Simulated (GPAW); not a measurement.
# GdIBr: which magnetic order is lowest, part 2 of 2

Does GdIBr prefer parallel or opposed moments, or none?

GPAW 26.7.0; PBE with U = 6 eV on Gd f; plane waves with GPAW's PAW setups, scalar-relativistic.

So far. Step 2 (Start 1: ferro ++): After 13 cycles the largest moment stands at 7.17 μB. Step 3 (Start 2: antiferro +-): It lies 32.5 meV a seeded atom over the first start, and its largest moment is 7.10 μB against 7.17 μB.

**4. Start 3: no spin polarisation**

This run holds no moments, which gives a state to set the others against.

File nospin.py:

```python
import json
import numpy as np
from ase import Atoms
from ase.parallel import paropen, parprint
from gpaw import GPAW

atoms = Atoms(['Gd', 'Gd', 'Br', 'Br', 'I', 'I'],
    cell=[[4.36137, 0.0, 0.0],
         [0.0, 4.36137, 0.0],
         [0.0, 0.0, 7.453089]],
    scaled_positions=[[0.0, 0.5, 0.79401802],
         [0.5, 0.0, 0.20598198],
         [0.0, 0.5, 0.35500378],
         [0.5, 0.0, 0.64499622],
         [0.0, 0.0, 0.0],
         [0.5, 0.5, 0.0]],
    pbc=True)
atoms.calc = GPAW(mode={'name': 'pw', 'ecut': 560.0},
    xc='PBE',
    kpts={'size': (6, 6, 6), 'gamma': True},
    occupations={'name': 'fermi-dirac', 'width': 0.2},
    convergence={'density': 1e-05, 'energy': 1e-05},
    maxiter=200,
    charge=-0.3,
    setups={'Gd': ':f,6.0'},
    symmetry={'tolerance': 1e-4},
    txt='nospin.txt')
e = atoms.get_potential_energy(force_consistent=True)
res = {'free_energy': e, 'energy_sigma0': atoms.get_potential_energy(), 'fermi_energy': atoms.calc.get_fermi_level()}
parprint(f'free energy: {e:.6f} eV')
atoms.calc.write('nospin.gpw')
with paropen('results.json', 'w') as f:
    json.dump(res, f)
```

Launch:

```bash
$ OMP_NUM_THREADS=1 mpirun -n 4 gpaw python nospin.py > nospin.log
```

Numbers of over 12 decimals in the logs are rounded to 6 here.

The log of the run:

```text
free energy: -9.217735 eV

--- nospin.txt ---
Input parameters:
  mode=PW(ecut=560.0),
  charge=-0.3,
  convergence={'density': 1e-05, 'energy': 1e-05},
  kpts=MonkhorstPack(size=(6, 6, 6), gamma=True),
  maxiter=200,
  occupations=Occupations(name='fermi-dirac', width=0.2),
  setups={'Gd': ':f,6.0'},
  symmetry=Symmetry(tolerance=0.0001),
  xc=XC(name='PBE')

Diagonalizing LCAO Hamiltonian
Converting LCAO to pw mode
[...]
|        ... |               |           |
|         25 |         9.778 |     1.998 |
|         26 |         9.786 |     1.998 |
|         27 |         9.786 |     1.998 |
|         28 |         9.812 |     1.997 |
[...]
|         38 |        13.545 |     0.000 |
|         39 |        13.545 |     0.000 |
|         40 |        13.711 |     0.000 |
|        ... |               |           |
|         42 |        13.918 |     0.000 |

No gap
No difference between direct/indirect transitions

[key lines of the parts left out:]
Free energy:      -9.217735
Converged in 32 steps
dipole moment: (-63.021495, -63.021495, -74.153467)  # |e|*Ang
Fermi level: 11.125
```

Run time: 70 s. Hardware: 4 MPI ranks of Intel Xeon Platinum 8559C (Emerald Rapids), shared host; peak memory 1.1 GiB; 4.7 min of CPU time.

This step gave:

```
final state : non-magnetic (no spin polarisation)
```

It lies 10335 meV a seeded atom over the first start.

**5. A faulty input**

A slip in the input shows what the program catches and what it lets pass.

File run.py:

```python
import json
import numpy as np
from ase import Atoms
from ase.parallel import paropen, parprint
from gpaw import GPAW

atoms = Atoms(['Gd', 'Gd', 'Br', 'Br', 'I', 'I'],
    cell=[[4.36137, 0.0, 0.0],
         [0.0, 4.36137, 0.0],
         [0.0, 0.0, 7.453089]],
    scaled_positions=[[0.0, 0.5, 0.79401802],
         [0.5, 0.0, 0.20598198],
         [0.0, 0.5, 0.35500378],
         [0.5, 0.0, 0.64499622],
         [0.0, 0.0, 0.0],
         [0.5, 0.5, 0.0]],
    pbc=True,
    magmoms=[7.0, 7.0, 0.0, 0.0, 0.0, 0.0])
atoms.set_cell(atoms.cell * 1.8897, scale_atoms=True)
atoms.calc = GPAW(mode={'name': 'pw', 'ecut': 560.0},
    xc='PBE',
    kpts={'size': (6, 6, 6), 'gamma': True},
    occupations={'name': 'fermi-dirac', 'width': 0.2},
    convergence={'density': 1e-05, 'energy': 1e-05},
    maxiter=75,
    charge=-0.3,
    setups={'Gd': ':f,6.0'},
    symmetry={'tolerance': 1e-4},
    txt='run.txt')
e = atoms.get_potential_energy(force_consistent=True)
res = {'free_energy': e, 'energy_sigma0': atoms.get_potential_energy(), 'fermi_energy': atoms.calc.get_fermi_level()}
res['moments'] = atoms.get_magnetic_moments().tolist()
res['total'] = atoms.get_magnetic_moment()
parprint('site moments (muB):', np.round(res['moments'], 3))
parprint(f"total moment: {res['total']:.3f} muB")
parprint(f'free energy: {e:.6f} eV')
atoms.calc.write('run.gpw')
with paropen('results.json', 'w') as f:
    json.dump(res, f)
```

Launch:

```bash
$ OMP_NUM_THREADS=1 mpirun -n 4 gpaw python run.py > run.log
```

The log of the run:

```text
Input parameters:
  mode=PW(ecut=560.0),
  charge=-0.3,
  convergence={'density': 1e-05, 'energy': 1e-05},
  kpts=MonkhorstPack(size=(6, 6, 6), gamma=True),
  maxiter=75,
  occupations=Occupations(name='fermi-dirac', width=0.2),
  setups={'Gd': ':f,6.0'},
  symmetry=Symmetry(tolerance=0.0001),
  xc=XC(name='PBE')

Diagonalizing LCAO Hamiltonian
Converting LCAO to pw mode
      .-------------------.
     /|                   |
    / |                   |
   /  |                   |
  /   |                   |
 *    |                   |
 | Gd |                   |
 |    |                   |
 |    |                   |
 |    |                   |
 |    |                   |
 |    |    Br             |
 |    |                   |
 | Br |                   |
 |    |                   |
 |    |                   |
 |    |                   |
 |    .-------------------.
 |   /     Gd            /
 |  /                   /
 | /         I         /
 |/                   /
 I-------------------*

Atoms  # Å, Bohr magnetons
|   | symbol |        x |        y |         z |    initial magnetic moments |
|---|--------|----------|----------|-----------|-----------------------------|
| 0 |     Gd | 0.000000 | 4.120840 | 11.183031 | ( 0.0000,  0.0000,  7.0000) |
| 1 |     Gd | 4.120840 | 0.000000 |  2.901071 | ( 0.0000,  0.0000,  7.0000) |
| 2 |     Br | 0.000000 | 4.120840 |  4.999910 | ( 0.0000,  0.0000,  0.0000) |
| 3 |     Br | 4.120840 | 0.000000 |  9.084193 | ( 0.0000,  0.0000,  0.0000) |
| 4 |      I | 0.000000 | 0.000000 |  0.000000 | ( 0.0000,  0.0000,  0.0000) |
| 5 |      I | 4.120840 | 4.120840 |  0.000000 | ( 0.0000,  0.0000,  0.0000) |

Number of symmetries: 8

BZ-sampling:
  Number of BZ points: 216
  Number of IBZ points: 40

  Monkhorst-Pack size: [6, 6, 6]
  Monkhorst-Pack shift: [0.083333, 0.083333, 0.083333]

Plane wave coefficients: 28842
Cutoff: 560.0 eV

Spin-components: 2 (collinear spins)
Bands:           51
Projectors:      36
Spin-degeneracy: 1
Datatype:        complex128

Parallelization:
  kpt:    4
  domain: 1
  band:   1

Density:
  Valence electrons: 64.0
  Components: 2
  Grid points: [45 45 80]
  Charge: -0.3  # |e|

Potential:
  Grid points: [45 45 80]

[... setups left out ...]
Reference energy: -1142289.234641  # eV

convergence criteria:
- Maximum integral of absolute [dens]ity change: 1e-05 electrons / valence electron
- Maximum [total energy] change in last 3 cyles: 1e-05 eV / valence electron
- Maximum integral of absolute [eigenst]ate change: 4e-08 eV^2 / valence electron
maximum number of iterations: 75

SCF iterations
|iter     |      energy | eigst |  dens |  magmom |
|---------|-------------|-------|-------|---------|
|iter:   1|       0s |  -48.159348 | -0.30 |       | +13.9866|
|iter:   2|      31s |  -43.409504 | -0.90 | -0.88 | +14.0200|
|iter:   3|      63s |  -28.145741 | +0.14 | -0.90 | +14.6301|
|iter:   4|      95s |  -31.933497 | -0.22 | -0.73 | +15.1770|
|iter:   5|     128s |  -28.846963 | -1.01 | -1.07 | +15.7583|
|iter:   6|     161s |  -29.120123 | -1.26 | -1.17 | +15.9170|
|iter:   7|     193s |  -27.515963 | -1.70 | -1.14 | +16.3509|
```

Elapsed: 4 min, on 4 MPI ranks; peak memory 4.8 GiB.

The run was cut off at its time limit.

The fault put into the input: a cell typed in bohr.

The script takes ångström, so this cell is 1.89 times too wide.

**6. Ranking**

These are free energies at a smearing of 0.2 eV, so its entropy term is in the differences. They are divided by the number of seeded atoms, so that cells of unlike size compare.

Orders:

```
               start        final state  typed order kept  energy over the lowest (meV a seeded atom)  largest site moment (μB)  net moment (μB a primitive cell)  mesh matched  CPU time (s)
            ferro ++      ferromagnetic               yes                                           0                     7.169                             15.54           yes         250.4
        antiferro +-  antiferromagnetic               yes                                       32.46                     7.102                                 0           yes         610.2
no spin polarisation       non-magnetic                 -                                       10335                         0                                 0           yes         279.6
```

**7. Results**

```
lowest state found                      : ferromagnetic (typed ferro ++)
largest site moment                     : 7.17 μB
next state                              : antiferromagnetic, 32.5 meV a seeded atom higher
run without spin seeds, over the lowest : 10335 meV a seeded atom
```

The lowest state found is ferromagnetic, reached from the start ferro ++, with moments up to 7.17 μB. The next state costs 32 meV a seeded atom. Under a U a spinless open shell is left with part-filled orbitals, which the U penalises, so its energy is no clean measure of what the moments gain. This is the lowest of 3 finished starts, no proof of the ground state. The f shell is half filled, so the spin-only picture is fair. The cell carries a charge of -0.3 e against a uniform background, so the results are those of a doped crystal.

[Logs and program files are shortened in this print: banners, set-up blocks, solver, clock and traceback lines can be left out without a mark of their own.]

[Logs are printed without paths, hosts, clocks, repeated set-up lines and the standing remarks that a program may print on its own settings, such as how far it seeks lower states.]

[Hosts, paths, dates, database ids (printed as entryN), source tags and the programs' standing remarks are cut or masked in the printed files.]

[Where a cell is said to come from a database of computed structures, the database is the Materials Project.]
